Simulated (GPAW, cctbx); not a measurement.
## AgAsS3: deformation density and structure factors from DFT

Aim: compute the bonding part of the density of AgAsS3, find which reflections carry it, and see how it biases an ordinary refinement.

The start was made by putting kin elements into a known structure type; the compound need not exist, or be stable, in this form. All numbers below are calculated.

## 1. Find the equilibrium geometry

The density hangs on the geometry, so cell and atoms are relaxed first, with the symmetry held. The cutoff is set higher than for the density because stress converges slowly with plane waves.

Settings: GPAW 26.7.0, PBE, 570 eV, 3×3×3 k-points, Fermi–Dirac width 0.05 eV, BFGS to 0.03 eV/Å.

```text
cell
1.0
     4.767000000    0.000000000    0.000000000
     0.000000000    4.767000000    0.000000000
     0.000000000    0.000000000    4.767000000
Ag As S
1 1 3
Direct
0.000000000 0.000000000 0.000000000
0.500000000 0.500000000 0.500000000
0.000000000 0.500000000 0.500000000
0.500000000 0.000000000 0.500000000
0.500000000 0.500000000 0.000000000
```

```console
$ OMP_NUM_THREADS=1 mpirun -n 4 gpaw python run.py > gpaw.log
```

```text
BFGS:    0      -17.304894        0.147166
BFGS:    1      -17.305795        0.138017
BFGS:    2      -17.312970        0.003162
cell  4.7994 4.7994 4.7994  90.00 90.00 90.00
volume 110.547 A^3, largest force 0.000 eV/A, largest stress 0.02 GPa
```

After 2 steps the volume has changed by +2.0 % and the energy by -0.008 eV; the largest stress left is 0.02 GPa. It took 16 s on 4 cores of Intel(R) Xeon(R) Platinum 8259CL CPU @ 2.50GHz (Skylake/Cascade Lake) (shared host), peak memory 0.85 GiB.

Relaxed structure: Pm-3m (no. 221), a = 4.7994 Å, b = 4.7994 Å, c = 4.7994 Å, α = 90.00°, β = 90.00°, γ = 90.00°.

| atom | mult. | x | y | z |
| --- | --- | --- | --- | --- |
| Ag1 | 1 | 0 | 0 | 0 |
| As1 | 1 | 1/2 | 1/2 | 1/2 |
| S1 | 3 | 0 | 1/2 | 1/2 |

## 2. The all-electron density

X-rays see the whole electron density, so the PAW density is rebuilt with its core regions. Subtracting spherical free atoms from the same code cancels the cores and leaves the deformation density Δρ, the part due to bonding.

Settings: PBE, 450 eV, 4×4×4 k-points, Fermi–Dirac width 0.05 eV; primitive cell of 5 atoms.

```console
$ OMP_NUM_THREADS=1 mpirun -n 4 gpaw python run.py > gpaw.log
```

```text
|iter:   1|       0s |  -17.585034 | -0.34 |       |
|iter:   2|       0s |  -17.357828 | -2.09 | -1.17 |
|iter:   3|       1s |  -16.754186 | -1.95 | -1.23 |
...
|iter:   7|       3s |  -16.682216c| -5.67 | -3.10 |
|iter:   8|       3s |  -16.682341c| -6.47 | -3.50 |
|iter:   9|       4s |  -16.682301c| -7.65c| -4.06c|
```

```text
grid (48, 48, 48)  electrons 128.000  moved by bonding 0.773 e
deformation density beyond 0.5 A of the nuclei: max 0.069, min -0.073 e/A^3
atom        x       y       z   Voronoi charge  moment
Ag1    0.0000  0.0000  0.0000      0.303       0.00
As2    0.5000  0.5000  0.5000      0.288       0.00
S 3    0.0000  0.5000  0.5000     -0.197       0.00
S 4    0.5000  0.0000  0.5000     -0.197       0.00
S 5    0.5000  0.5000  0.0000     -0.197       0.00
mean inner potential of superposed free atoms 13.623 V
total magnetic moment 0.000 muB
```

Deformation density in a plane through the shortest contact of the As atom at the origin, in 0.01 e/Å³ (clipped at ±99); x from -1.6 to 4.0 Å, y from 2.4 down to -2.4 Å:

```text
  1   2   4   3   .   .   5   3   1   0   0   0   0   1   2   5
  0   1   2  -1   .  -5   1   2   1   0   0   0   0   1   1   2
  0   0   1   1   1   1   1   0   0   0   1   1   0   0   0   1
  0   0   0   3   6   5   1  -1   0   1   2   2   1   0  -1   0
  1   0  -3  -4  -1  -2  -4  -2   1   1   3   4   2   1   0  -3
  1   4  -2  -6   .  -3  -5   1   4  -1  -1   .  -3   2   3  -3
  1   7   0  -3   .   .  -4   4   6  -5   .   .  -6   3   6  -1
  1   4  -2  -6   .  -3  -5   1   4  -1  -1   .  -3   2   3  -3
  1   0  -3  -4  -1  -2  -4  -2   1   1   3   4   2   1   0  -3
  0   0   0   3   6   5   1  -1   0   1   2   2   1   0  -1   0
  0   0   1   1   1   1   1   0   0   0   1   1   0   0   0   1
  0   1   2  -1   .  -5   1   2   1   0   0   0   0   1   1   2
  1   2   4   3   .   .   5   3   1   0   0   0   0   1   2   5
```

Atoms in or within 0.15 Å of the plane: As (0.0, 0.0), S (2.4, 0.0), S (0.0, 2.4), S (0.0, -2.4) Å. Dots mark points within about 0.45 Å of a nucleus; large values next to them are atomic features.

S gains most (-0.20 e) and Ag loses most (+0.30 e), as electronegativity suggests. Such charges fall far short of formal ones, since overlapping free atoms already put density on their neighbours. Along the shortest contact from the As atom at the map's origin, As–S at 2.40 Å, Δρ is +0.07 e/Å³ at the midpoint: a modest build-up. At the midpoints of other shortest contacts it is 0.00 (Ag–S, 3.39 Å) and -0.01 (S–S, 3.39 Å) e/Å³. Point values carry grid noise of about 0.01 e/Å³. The run needed 9 iterations, 11 s.

## 3. Structure factors

The Fourier components of Δρ, added to those of the free atoms, give the static X-ray structure factors; the Mott–Bethe relation turns them into the Fourier components V of the potential that fast electrons feel.

```text
static structure factors of the conventional cell: F in electrons, V (Mott-Bethe) in volts
   h  k  l      d  |F| table  |F| free   |F| DFT   change   |V| free  |V| DFT  change %
   0  1  0  4.7994     0.611     0.615     0.665    0.050     1.323    1.275     -3.6
   0  1  1  3.3937    57.065    57.025    56.663   -0.362     3.331    3.503      5.2
   1  1  1  2.7709    47.292    47.255    47.464    0.209     4.694    4.627     -1.4
   0  2  0  2.3997    96.223    96.220    96.283    0.064     7.588    7.573     -0.2
   0  2  1  2.1464     0.896     0.818     0.841    0.024     0.538    0.543      0.8
   1  2  1  1.9593    49.282    49.177    49.254    0.077     2.359    2.347     -0.5
   0  2  2  1.6968    82.973    82.927    82.847   -0.080     5.381    5.390      0.2
   1  2  2  1.5998     0.566     0.587     0.720    0.134     0.275    0.289      5.2
   0  3  0  1.5998     0.566     0.587     0.659    0.072     0.275    0.282      2.8
   0  3  1  1.5177    44.099    44.014    44.101    0.087     1.909    1.900     -0.4
   1  3  1  1.4471    34.081    34.150    34.097   -0.053     2.418    2.423      0.2
   2  2  2  1.3855    75.025    74.975    74.885   -0.091     4.220    4.227      0.2
   0  3  2  1.3311     0.227     0.293     0.363    0.070     0.168    0.174      3.1
   1  3  2  1.2827    40.193    40.160    40.180    0.020     1.626    1.625     -0.1
```

The largest X-ray change is -0.36 e on 011, 0.6 % of |F|. For electrons V goes as (Z − F)/g², so a change of F counts against Z − F, which is small at low angle and wherever the atoms' terms cancel: |V| of 011 moves by +5.2 % (3.33 to 3.50 V) against -0.6 % in |F|. The tabulated Hartree–Fock atoms differ from the free DFT atoms by up to 0.10 e, so the choice of reference atom matters too.

## 4. Which functional?

The same geometry is run with other functionals, to see whether the bonding signal is larger than the spread between approximations. Free atoms are LDA for LDA and PBE otherwise; meta-GGAs and hybrids keep PBE cores. Any other changed setting is in the row's label.

```
   run  ΔF 011 (e)  ΔF 111 (e)  ΔF 122 (e)  q(S) (e)  moved (e)  time
   PBE      -0.362      +0.209      +0.134    -0.197      0.773  11 s
   LDA      -0.339      +0.149      +0.137    -0.180      0.703  10 s
r2SCAN      -0.379      +0.242      +0.163    -0.216      0.917  61 s
```

At the base's settings ΔF(011) spans -0.379 to -0.339 e, a spread of 11 % of the PBE value; over the three listed reflections the spread is at most 44 %, so the sign holds and the size hangs on the functional. Times are from shared hosts.

## 5. Refining ordinary atoms against data with bonding

Routine crystallography fits spherical atoms. To see the bias, intensities are simulated from tabulated atoms plus the DFT change ΔF, so that bonding alone can misfit (7122 reflections of the full sphere, merged to the counts below, to 0.4 Å, 1.5 % proportional noise plus counting noise, assumed isotropic U as listed, Δρ smeared by the mean U) and refined with cctbx over different ranges.

```csv
range,data,R1,GooF,U Ag1 (true 0.0035),U As1 (true 0.004),U S1 (true 0.005),largest shift (Å),"Δρ max, min (e/Å³)"
all data,223,0.0028,1.00,0.0035,0.0040,0.0050,0.0000,"0.16, -0.15"
"low resolution, d > 0.84",34,0.0027,1.21,0.0037,0.0042,0.0053,0.0000,"0.12, -0.08"
"high order, d < 0.75",178,0.0026,0.91,0.0035,0.0040,0.0050,0.0000,"0.12, -0.14"
"occupancies free, d > 0.7",54,0.0030,1.20,0.0037,0.0041,0.0050,0.0000,"0.08, -0.10"
```

With all data GooF is 1.00, so at this noise the bonding hardly shows; the top residual peak, near noise level, lies 0.00 Å from Ag and 3.39 Å from S, on the atom. U of S1 is off by +6 % at low resolution and by +0 % from high-order data, where mostly the cores scatter (GooF 0.91). Symmetry fixes every coordinate, so the shifts are zero by construction. With Ag1 held at 1 and the scale free, the other occupancies refine to As1 0.999(0.001) and S1 0.996(0.002), within three s.u. of full.

## 6. Answer

Bonding moves 0.77 e in the primitive cell of AgAsS3 and changes the structure factors of the conventional cell in the table above by at most 0.36 e (011, 0.6 %). The shortest bond, As–S, has Δρ = +0.07 e/Å³ at its midpoint. At the base's settings ΔF(011) spans -0.379 to -0.339 e, a spread of 11 % of the PBE value; over the three listed reflections the spread is at most 44 %, so the sign holds and the size hangs on the functional. With all data GooF is 1.00, so at this noise the bonding hardly shows. Limits: static density, frozen cores, no spin–orbit coupling.

[Outputs are excerpts: Python notices, other lines and further rows are left out; steps that failed or that the build refused (PBEsol, TPSS) are not shown.]

[Logs are printed without paths, hosts, clocks, repeated set-up lines and the standing remarks that a program may print on its own settings, such as how far it seeks lower states.]
